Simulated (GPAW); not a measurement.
# Screening of a field by Y2CS2 MXene monolayer, part 2 of 2

How does Y2CS2 MXene monolayer screen a perpendicular field?

GPAW 26.7.0; GPAW, PAW setups; layer in a repeated cell with vacuum, relaxation of atoms and in-plane cell (the session's first sound run).

So far, dipole along the normal (e·Å): step 2 (relaxation) 1.5e-4; step 3 (plane waves, PBE) 6.5e-4; step 4 (field on) -0.107; step 5 (In a field) -0.0535.

## (8) Field on

Contents of run.py:

```python
import json
import numpy as np
from ase import Atoms
from gpaw import GPAW, PW
from gpaw.external import ConstantElectricField

slab = Atoms(
    ['S', 'Y', 'C', 'Y', 'S'],
    positions=[
        [-0.00000, 2.22182, 9.00000],
        [1.92414, 1.11090, 10.41235],
        [0.00000, 0.00000, 11.87437],
        [-0.00000, 2.22182, 13.33639],
        [1.92414, 1.11090, 14.74874]],
    cell=[[3.84829, -0.0, 0.0], [-1.92414, 3.33272, 0.0], [0.0, 0.0, 23.7487]],
    pbc=[True, True, False])

slab.calc = GPAW(mode=PW(500), xc='PBE', kpts={'size': (9, 9, 1), 'gamma': True},
                 occupations={'name': 'fermi-dirac', 'width': 0.05}, nbands='160%',
                 convergence={'density': 1e-05}, maxiter=200,
                 poissonsolver={'dipolelayer': 'xy'},
                 external=ConstantElectricField(0.1, [0, 0, 1]),
                 symmetry={'tolerance': 1e-3}, txt='slab.txt')
result = {}
energy = slab.get_potential_energy()
fermi = slab.calc.get_fermi_level()
v = slab.calc.get_electrostatic_potential().mean((0, 1)) - fermi
n = slab.calc.get_pseudo_density().mean((0, 1))
L = slab.cell[2, 2]
z = np.arange(len(v)) * L / len(v)
low, high = slab.positions[:, 2].min(), slab.positions[:, 2].max()
below, above = np.interp([low - 6.8, high + 6.8], z, v)
slopes = [np.interp(x, z, np.gradient(v, z)) for x in (low - 6.8, high + 6.8)]
eps = np.array([[slab.calc.get_eigenvalues(k, s) for k in range(len(slab.calc.get_ibz_k_points()))]
                for s in range(slab.calc.get_number_of_spins())]) - fermi
top, bottom = eps[eps < 0].max(), eps[eps > 0].min()
dipole = slab.get_dipole_moment()[2]
print(f'energy {energy:.4f} eV, Fermi level {fermi:.4f} eV, dipole {dipole:.5f} e A')
print(f'potential 6.8 A off the faces, from the Fermi level: lower {below:.4f} eV, upper {above:.4f} eV')
print(f'slope of the potential there: lower {slopes[0]:.5f}, upper {slopes[1]:.5f} eV/A')
print(f'nearest levels on the mesh: {top:.4f} and {bottom:.4f} eV')
print('magnetic moment', round(slab.get_magnetic_moment(), 3))
result.update(energy=energy, fermi=fermi, dipole=dipole, below=below, above=above, slopes=slopes, edges=[top, bottom],
              z=z.tolist(), v=v.tolist(), n=n.tolist(), positions=slab.positions.tolist(),
              forces=slab.get_forces(apply_constraint=False).tolist(), moments=slab.get_magnetic_moments().tolist())
json.dump(result, open('result.json', 'w'))
```

Run with:

```bash
OMP_NUM_THREADS=1 OPENBLAS_NUM_THREADS=1 python run.py
```

Elapsed: 2.9 min, on 1 thread of Arm Neoverse V1, shared host; peak memory 0.51 GiB.

The electrostatic potential energy of an electron (without an applied field's), less the Fermi level, planar mean oscillates, so the rows of the table below give means over windows of 1.8 Å about each position, cut where the curve ends. Its maxima inside the range that stand out by 2 % of the span (Å: eV): 9.6: -4.36, 11.4: -1.69, 12.3: -1.78, 14.2: -4.81. Its minima: 9.0: -10.9, 10.4: -13.6, 11.9: -5.42, 13.3: -13.8, 14.7: -11.4.

Electrostatic potential energy of an electron (without an applied field's), less the Fermi level, planar mean against z; means over each step:

| z (Å) | electrostatic potential energy of an electron (without an applied field's), less the Fermi level, planar mean (eV) |
| --- | --- |
| 0.90 | 7.04 |
| 2.70 | 7.08 |
| 4.50 | 7.08 |
| 6.30 | 7.05 |
| 8.10 | 2.15 |
| 9.90 | -8.97 |
| 11.70 | -3.49 |
| 13.50 | -8.56 |
| 15.30 | -1.59 |
| 17.10 | 6.26 |
| 18.90 | 6.32 |
| 20.70 | 6.32 |
| 22.50 | 6.32 |

The dipole is now 0.0535 e Å, against 6.5e-4 in the run without a field.

## (9) In a field

Changes to run.py since step 8:

```diff
@@ -21,3 +21,3 @@
                  poissonsolver={'dipolelayer': 'xy'},
-                 external=ConstantElectricField(0.1, [0, 0, 1]),
+                 external=ConstantElectricField(0.2, [0, 0, 1]),
                  symmetry={'tolerance': 1e-3}, txt='slab.txt')
```

Run time: 3.1 min. Hardware: 1 thread; peak memory 0.51 GiB.

The dipole is now 0.107 e Å, against 6.5e-4 in the run without a field.

## (10) In a field

Changes to run.py since step 9:

```diff
@@ -21,3 +21,3 @@
                  poissonsolver={'dipolelayer': 'xy'},
-                 external=ConstantElectricField(0.2, [0, 0, 1]),
+                 external=ConstantElectricField(0.3, [0, 0, 1]),
                  symmetry={'tolerance': 1e-3}, txt='slab.txt')
```

Elapsed: 3.1 min, on 1 thread; peak memory 0.51 GiB.

The dipole is now 0.160 e Å, against 6.5e-4 in the run without a field.

## (11) The series

The members are put on one axis.

This step: induced dipole against applied field (GPAW 26.7.0).

Dipole along the normal against field:

```csv
field (V/Å),dipole along the normal (e·Å)
-0.200,-0.107
-0.100,-0.0535
-0.050,-0.0267
0.000,6.5e-4
0.050,0.0267
0.100,0.0535
0.200,0.107
0.300,0.160
```

## (12) A changed run

One more run, with changed settings.

This step: GPAW, PAW setups; slab in vacuum (GPAW 26.7.0).

Changes to run.py since step 10:

```diff
@@ -4,3 +4,2 @@
 from gpaw import GPAW, PW
-from gpaw.external import ConstantElectricField
 
@@ -18,6 +17,5 @@
 slab.calc = GPAW(mode=PW(500), xc='PBE', kpts={'size': (9, 9, 1), 'gamma': True},
-                 occupations={'name': 'fermi-dirac', 'width': 0.05}, nbands='160%',
-                 convergence={'density': 1e-05}, maxiter=200,
+                 occupations={'name': 'fermi-dirac', 'width': 1.0}, nbands='160%',
+                 convergence={'density': 1e-05}, maxiter=75,
                  poissonsolver={'dipolelayer': 'xy'},
-                 external=ConstantElectricField(0.3, [0, 0, 1]),
                  symmetry={'tolerance': 1e-3}, txt='slab.txt')
```

Elapsed: 95 s, on 1 thread; peak memory 0.29 GiB.

The run finished. A setting was moved off its sound value on purpose, so it serves as a test and not as the result.

The fault put into the input: a smearing of electronvolts (width = 1.0).

Side by side:

```
                quantity  this run  sound run  difference
upper work function (eV)    5.7814     6.6930      -0.912
lower work function (eV)    5.7904     6.7020      -0.912
```

The two runs differ clearly in the upper work function: 5.78 eV against 6.69 eV.

## (13) Summary of results

```
work function, upper and lower face            : 6.693 and 6.702 eV
dipole along the normal                        : 6.5e-4 e Å
induced dipole per field                       : 0.535 e Å per V/Å
out-of-plane polarisability per area, α/(ε0 A) : 7.55 Å
```

**Reading.** The field induces 0.535 e Å per V/Å, a polarisable thickness α/(ε0 A) of 7.55 Å beside 5.75 Å between the outermost nuclei. A perfect conductor would give the distance between its two image planes; a dielectric of thickness t gives t(1 - 1/ε). The induced dipole is linear in the field over this range. The starting lattice was a guess from atomic radii; the relaxation moved it by 11 %. The small printed dipole stands for a step of -9.2 meV from the lower to the upper face, and the probes find -9.0 meV; values this small are near the numerical noise of both. The layer's cell and atoms come from the relaxation; spin-orbit coupling and temperature are left out.

[Logs are printed without paths, hosts, clocks, repeated set-up lines and the standing remarks that a program may print on its own settings, such as how far it seeks lower states.]

[Hosts, paths, dates, database ids (printed as entryN), source tags and the programs' standing remarks are cut or masked in the printed files.]
